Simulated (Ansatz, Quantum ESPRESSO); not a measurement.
# Screening and band shifts of Zr2CO2 MXene, 1 layer, part 2 of 7

How does Zr2CO2 MXene, 1 layer respond to a gate-like field without added charge?

Quantum ESPRESSO 7.5; plane-wave DFT, LDA, GBRV ultrasoft pseudopotentials; geometry and cross-check by Ansatz 0.2.0 with PAW datasets.

So far: Set-up; Geometry from Ansatz.

### Step 3. Self-consistent run: no field

The zero-field run is the reference. tefield and dipfield are on already, so that all runs share k-points and boundary.

Level of this step: plane-wave DFT, LDA, GBRV ultrasoft pseudopotentials (Quantum ESPRESSO 7.5).

Contents of f0.in:

```
&control
  prefix = 'f0'
  outdir = './out'
  pseudo_dir = './pseudo'
  calculation = 'scf'
  tprnfor = .true.
  tefield = .true.
  dipfield = .true.
/
&system
  ibrav = 0
  nat = 5
  ntyp = 3
  ecutwfc = 40
  ecutrho = 200
  occupations = 'smearing'
  smearing = 'fd'
  degauss = 0.004
  edir = 3
  emaxpos = 0.97
  eopreg = 0.04
  eamp = 0.0
/
&electrons
  conv_thr = 1e-09
  mixing_beta = 0.4
  electron_maxstep = 120
  mixing_mode = 'plain'
/
ATOMIC_SPECIES
  O   15.9990  o_lda_v1.2.uspp.F.UPF
  Zr  91.2240  zr_lda_v1.uspp.F.UPF
  C   12.0110  c_lda_v1.2.uspp.F.UPF
CELL_PARAMETERS angstrom
  3.30647457598971 -0.00000000000000 0.00000000000000
  -1.65323728799486 2.86349097977447 0.00000000000000
  0.00000000000000 0.00000000000000 21.95294679560000
ATOMIC_POSITIONS crystal
  O   0.333333333333 0.666666666667 0.394447800191
  Zr  0.666666666667 0.333333333333 0.436312087964
  C   -0.000000000000 -0.000000000000 0.499999958775
  Zr  0.333333333333 0.666666666667 0.563687873407
  O   0.666666666667 0.333333333333 0.605552279663
K_POINTS automatic
  12 12 1 0 0 0
```

On the command line:

```console
$ OMP_NUM_THREADS=1 mpirun -n 4 pw.x -nk 4 -in f0.in > f0.out
```

Output:

```text
Program PWSCF v.7.5 starts
[citation notice left out]

     Parallel version (MPI & OpenMP), running on       4 processor cores
     Number of MPI processes:                 4
     Threads/MPI process:                     1

     MPI processes distributed on     1 nodes
[...]
Current dimensions of program PWSCF are:
     Max number of different atomic species (ntypx) = 10
     Max number of k-points (npk) =  40000
     Max angular momentum in pseudopotentials (lmaxx) =  4
     Presently no symmetry can be used with electric field

     K-points division:     npool     =       4
     Subspace diagonalization in iterative solution of the eigenvalue problem:
     a serial algorithm will be used

     G-vector sticks info
     --------------------
     sticks:   dense  smooth     PW     G-vecs:    dense   smooth      PW
     Sum         547     433    151                66985    48107    9391

     Using Slab Decomposition

     bravais-lattice index     =            0
     lattice parameter (alat)  =       6.2483  a.u.
     unit-cell volume          =    1402.6536 (a.u.)^3
     number of atoms/cell      =            5
     number of atomic types    =            3
     number of electrons       =        40.00
     number of Kohn-Sham states=           24
     kinetic-energy cutoff     =      40.0000  Ry
     charge density cutoff     =     200.0000  Ry
     scf convergence threshold =      1.0E-09
     mixing beta               =       0.4000
     number of iterations used =            8  plain     mixing
     Exchange-correlation= SLA  PZ   NOGX NOGC
                           (   1   1   0   0   0   0   0)

     celldm(1)=   6.248331  celldm(2)=   0.000000  celldm(3)=   0.000000
     celldm(4)=   0.000000  celldm(5)=   0.000000  celldm(6)=   0.000000

     crystal axes: (cart. coord. in units of alat)
               a(1) = (   1.000000  -0.000000   0.000000 )
               a(2) = (  -0.500000   0.866025   0.000000 )
               a(3) = (   0.000000   0.000000   6.639382 )

     reciprocal axes: (cart. coord. in units 2 pi/alat)
               b(1) = (  1.000000  0.577350 -0.000000 )
               b(2) = (  0.000000  1.154701 -0.000000 )
               b(3) = ( -0.000000 -0.000000  0.150616 )

     PseudoPot. # 1 for O  read from file:
     ./pseudo/o_lda_v1.2.uspp.F.UPF
     Pseudo is Ultrasoft + core correction, Zval =  6.0
     Generated by new atomic code, or converted to UPF format
     Using radial grid of  737 points,  5 beta functions with:
                l(1) =   0
                l(2) =   0
                l(3) =   1
                l(4) =   1
                l(5) =   2
     Q(r) pseudized with  8 coefficients,  rinner =    0.900   0.900   0.900
                                                       0.900   0.900

     PseudoPot. # 2 for Zr read from file:
     ./pseudo/zr_lda_v1.uspp.F.UPF
     Pseudo is Ultrasoft + core correction, Zval = 12.0
     Generated by new atomic code, or converted to UPF format
     Using radial grid of  887 points,  6 beta functions with:
                l(1) =   0
                l(2) =   0
                l(3) =   1
                l(4) =   1
                l(5) =   2
                l(6) =   2
     Q(r) pseudized with  6 coefficients,  rinner =    1.200   1.200   1.200
                                                       1.200   1.200

     PseudoPot. # 3 for C  read from file:
     ./pseudo/c_lda_v1.2.uspp.F.UPF
     Pseudo is Ultrasoft + core correction, Zval =  4.0
     Generated by new atomic code, or converted to UPF format
     Using radial grid of  721 points,  4 beta functions with:
                l(1) =   0
                l(2) =   0
                l(3) =   1
                l(4) =   1
     Q(r) pseudized with  8 coefficients,  rinner =    1.100   1.100   1.100

     atomic species   valence    mass     pseudopotential
     O                 6.00    15.99900     O ( 1.00)
     Zr               12.00    91.22400     Zr( 1.00)
     C                 4.00    12.01100     C ( 1.00)

     No symmetry found

   Cartesian axes

     site n.     atom                  positions (alat units)
         1        O      tau(   1) = (  -0.0000000   0.5773503   2.6188895  )
         2        Zr     tau(   2) = (   0.5000000   0.2886751   2.8968425  )
         3        C      tau(   3) = (   0.0000000   0.0000000   3.3196906  )
         4        Zr     tau(   4) = (  -0.0000000   0.5773503   3.7425390  )
         5        O      tau(   5) = (   0.5000000   0.2886751   4.0204927  )

     number of k points=    74  Fermi-Dirac smearing, width (Ry)=  0.0040
                       cart. coord. in units 2pi/alat
        k(    1) = (   0.0000000   0.0000000   0.0000000), wk =   0.0138889
        k(    2) = (   0.0000000   0.0962250   0.0000000), wk =   0.0277778
        k(    3) = (   0.0000000   0.1924501   0.0000000), wk =   0.0277778
        k(    4) = (   0.0000000   0.2886751   0.0000000), wk =   0.0277778
        k(    5) = (   0.0000000   0.3849002   0.0000000), wk =   0.0277778
        k(    6) = (   0.0000000   0.4811252   0.0000000), wk =   0.0277778
        k(    7) = (   0.0000000  -0.5773503   0.0000000), wk =   0.0138889
        k(    8) = (   0.0833333   0.0481125   0.0000000), wk =   0.0277778
        k(    9) = (   0.0833333   0.1443376   0.0000000), wk =   0.0277778
        k(   10) = (   0.0833333   0.2405626   0.0000000), wk =   0.0277778
[...]
k(   74) = (  -0.5000000  -0.8660254   0.0000000), wk =   0.0138889

     Dense  grid:    66985 G-vectors     FFT dimensions: (  30,  30, 192)

     Smooth grid:    48107 G-vectors     FFT dimensions: (  25,  25, 180)

     Estimated max dynamical RAM per process >     146.43 MB

     Estimated total dynamical RAM >     536.64 MB

     Check: negative core charge=   -0.000001

     Initial potential from superposition of free atoms

     starting charge      39.9964, renormalised to      40.0000

     negative rho (up, down):  1.181E-01 0.000E+00

     Adding external electric field

     Computed dipole along edir(3) :
        Dipole                0.0000 Ry au,          0.0000 Debye
        Dipole field          0.0000 Ry au,

        Potential amp.       -0.0000 Ry
        Total length         39.8257 bohr

     Starting wfcs are   38 randomized atomic wfcs

     total cpu time spent up to now is        2.3 secs

     per-process dynamical memory:    91.3 Mb

     Self-consistent Calculation

     iteration #  1     ecut=    40.00 Ry     beta= 0.40
     Davidson diagonalization with overlap
[...]
Dipole               -0.0002 Ry au,         -0.0005 Debye
[...]
total energy              =    -275.22455461 Ry
     estimated scf accuracy    <       0.02408636 Ry

     iteration #  4     ecut=    40.00 Ry     beta= 0.40
[...]
negative rho (up, down):  1.250E-01 0.000E+00

[...]
Dipole                0.0003 Ry au,          0.0009 Debye
[...]
total energy              =    -275.23011982 Ry
     estimated scf accuracy    <       0.01029566 Ry

     iteration #  5     ecut=    40.00 Ry     beta= 0.40
[...]
negative rho (up, down):  1.250E-01 0.000E+00

[...]
Dipole               -0.0010 Ry au,         -0.0027 Debye
[...]
total energy              =    -275.22926290 Ry
     estimated scf accuracy    <       0.00311596 Ry

     iteration #  6     ecut=    40.00 Ry     beta= 0.40
[...]
negative rho (up, down):  1.250E-01 0.000E+00

[...]
Dipole                0.0026 Ry au,          0.0066 Debye
[...]
total energy              =    -275.23031956 Ry
     estimated scf accuracy    <       0.00140707 Ry

     iteration #  7     ecut=    40.00 Ry     beta= 0.40
[...]
negative rho (up, down):  1.250E-01 0.000E+00

[...]
Dipole               -0.0019 Ry au,         -0.0049 Debye
[...]
total energy              =    -275.23037842 Ry
     estimated scf accuracy    <       0.00023782 Ry

     iteration #  8     ecut=    40.00 Ry     beta= 0.40
[...]
negative rho (up, down):  1.250E-01 0.000E+00

[...]
Dipole                0.0001 Ry au,          0.0002 Debye
[...]
total energy              =    -275.23039150 Ry
     estimated scf accuracy    <       0.00005003 Ry

     iteration #  9     ecut=    40.00 Ry     beta= 0.40
[...]
negative rho (up, down):  1.250E-01 0.000E+00

[...]
Dipole                0.0000 Ry au,          0.0001 Debye
[...]
total energy              =    -275.23040719 Ry
     estimated scf accuracy    <       0.00001066 Ry

     iteration # 10     ecut=    40.00 Ry     beta= 0.40
[...]
negative rho (up, down):  1.250E-01 0.000E+00

[...]
Dipole               -0.0000 Ry au,         -0.0000 Debye
[...]
total energy              =    -275.23040664 Ry
     estimated scf accuracy    <       0.00000283 Ry

     iteration # 11     ecut=    40.00 Ry     beta= 0.40
[...]
negative rho (up, down):  1.250E-01 0.000E+00

[...]
Dipole                0.0000 Ry au,          0.0000 Debye
[...]
total energy              =    -275.23040751 Ry
     estimated scf accuracy    <       0.00000028 Ry

     iteration # 12     ecut=    40.00 Ry     beta= 0.40
[...]
negative rho (up, down):  1.250E-01 0.000E+00

[...]
Dipole                0.0000 Ry au,          0.0000 Debye
[...]
total energy              =    -275.23040753 Ry
     estimated scf accuracy    <       0.00000004 Ry

     iteration # 13     ecut=    40.00 Ry     beta= 0.40
[...]
negative rho (up, down):  1.250E-01 0.000E+00

[...]
Dipole               -0.0000 Ry au,         -0.0000 Debye
[...]
End of self-consistent calculation

          k = 0.0000 0.0000 0.0000 (  6023 PWs)   bands (ev):

   -48.7613 -48.7219 -27.1787 -26.8358 -26.5750 -26.5750 -26.5448 -26.5448
   -17.9672 -17.8791  -9.5709  -5.3368  -5.0686  -5.0686  -4.7515  -4.7515
    -4.3009  -1.3183  -0.1217  -0.1217   1.6464   1.6464   2.1125   3.0483

          k = 0.0000 0.0962 0.0000 (  5999 PWs)   bands (ev):

   -48.7553 -48.7171 -27.1608 -26.8489 -26.6215 -26.6077 -26.5890 -26.5534
   -17.9205 -17.8449  -9.5816  -5.3061  -5.0346  -5.0004  -4.8002  -4.7017
    -4.1889  -1.1899  -0.6672  -0.3859   1.6517   1.9723   2.1933   3.0878

          k = 0.0000 0.1925 0.0000 (  5993 PWs)   bands (ev):

   -48.7389 -48.7041 -27.1106 -26.9297 -26.7878 -26.6861 -26.6257 -26.5784
   -17.8069 -17.7609  -9.5750  -5.3174  -4.9198  -4.8214  -4.7503  -4.5736
    -3.9521  -1.6591  -1.0207  -0.8210   1.3416   2.4984   2.6130   3.3395

          k = 0.0000 0.2887 0.0000 (  6007 PWs)   bands (ev):

   -48.7160 -48.6866 -27.1114 -27.0417 -27.0080 -26.7065 -26.6734 -26.6141
   -17.6831 -17.6679  -9.4797  -5.3862  -4.8120  -4.6036  -4.4352  -4.4188
    -3.8662  -2.3749  -1.1841  -1.1221   1.1173   2.8864   2.9703   3.6985

          k = 0.0000 0.3849 0.0000 (  5997 PWs)   bands (ev):

   -48.6924 -48.6696 -27.3109 -27.2241 -26.9554 -26.7197 -26.7078 -26.6504
   -17.6033 -17.5880  -9.2704  -5.4202  -4.9424  -4.4451  -4.2759  -4.0785
    -3.8964  -2.6008  -1.4501  -1.2182   0.9571   3.0610   3.3211   3.8070

          k = 0.0000 0.4811 0.0000 (  6015 PWs)   bands (ev):

   -48.6742 -48.6580 -27.4570 -27.3706 -26.8865 -26.7528 -26.7132 -26.6771
   -17.5702 -17.5377  -9.0179  -5.6214  -5.1339  -4.3854  -4.1681  -3.8296
    -3.6776  -2.7924  -1.4902  -1.1792   0.8303   2.9892   3.8015   3.8269

[...]
the Fermi energy is     0.3018 ev

!    total energy              =    -275.23040753 Ry
     estimated scf accuracy    <          2.0E-10 Ry
     smearing contrib. (-TS)   =      -0.00000092 Ry
     internal energy E=F+TS    =    -275.23040662 Ry

     The total energy is F=E-TS. E is the sum of the following terms:
     one-electron contribution =   -2218.19748017 Ry
     hartree contribution      =    1112.11907434 Ry
     xc contribution           =     -53.39610323 Ry
     ewald contribution        =     884.24410244 Ry
     electric field correction =       0.00000000 Ry

     convergence has been achieved in  13 iterations

     negative rho (up, down):  1.250E-01 0.000E+00

     Forces acting on atoms (cartesian axes, Ry/au):

     atom    1 type  1   force =    -0.00000003   -0.00000005    0.02347317
     atom    2 type  2   force =     0.00000007    0.00000002   -0.00186006
     atom    3 type  3   force =     0.00000001   -0.00000001   -0.00000159
     atom    4 type  2   force =    -0.00000012    0.00000002    0.00186660
     atom    5 type  1   force =     0.00000007    0.00000001   -0.02347812

     Total force =     0.033304     Total SCF correction =     0.000043

[...]
=------------------------------------------------------------------------------=
   JOB DONE.
=------------------------------------------------------------------------------=
[key lines of the parts left out:]
Dipole field         -0.0000 Ry au,
```

The job ended after 49 s (4 MPI ranks of Arm Neoverse V2, shared host; peak memory 0.76 GiB).

This step gave:

```
free energy                          : -3744.7005 eV
Fermi energy                         : 0.3018 eV
dipole along the normal              : 0 e·Å
valence top, on the run's zero       : -0.1217 eV
conduction bottom, on the run's zero : 0.7828 eV
gap by band count                    : 0.9046 eV
```

The program's own clock; routines nest. Time by routine:

```csv
routine,wall time (s),calls
PWSCF,48.89,1
electrons,46.09,1
c_bands,38.15,13
cegterg,34.74,247
h_psi,26.37,1066
fftw,22.58,36192
vloc_psi,21.24,1066
sum_band,6.74,13
calbec,3.65,1389
add_vuspsi,2.54,1066
s_psi,2.52,1066
h_psi:calbec,2.47,1066
init_run,2.12,1
wfcinit,1.7,1
```

The run needed 13 iterations to bring the estimated error under 1e-09 Ry; the largest force on any atom, held or free, is 0.60 eV/Å.

### Step 4. Potential by pp.x

The vacuum level is read from the electrostatic potential (plot_num = 11), averaged over planes.

Contents of f0.pot.in:

```
&inputpp
  prefix = 'f0'
  outdir = './out'
  filplot = 'f0.pot.dat'
  plot_num = 11
/
```

On the command line:

```console
$ OMP_NUM_THREADS=1 mpirun -n 4 pp.x -in f0.pot.in > f0.pot.out
```

Run time: 0.92 s. Hardware: 4 MPI ranks; peak memory 0.09 GiB; 3.3 s of CPU time.

This step gave:

```
slope of the potential above                                          : 1.32e-5 eV/Å
upper vacuum line continued to the top atoms, over the valence top    : 5.692 eV
slope of the potential below                                          : -8.18e-6 eV/Å
lower vacuum line continued to the bottom atoms, over the valence top : 5.692 eV
vacuum level at the upper face over the valence top of the mesh       : 5.693 eV
vacuum level at the lower face over the valence top of the mesh       : 5.692 eV
```

The vacuum is flat to 0.1 meV/Å, so its level is well defined. Inside the slab the curve depends on the local part of the pseudopotentials; only the vacuum level has a meaning of its own.

[end of part 2 of 7]

[Logs are printed without paths, hosts, clocks, repeated set-up lines and the standing remarks that a program may print on its own settings, such as how far it seeks lower states.]

[Hosts, paths, dates, database ids (printed as entryN), source tags and the programs' standing remarks are cut or masked in the printed files.]

[Maps of the electrostatic potential energy from Ansatz leave out the sawtooth potential of an applied field or a dipole correction, so their vacuum need not be flat; planar profiles and work functions include it.]
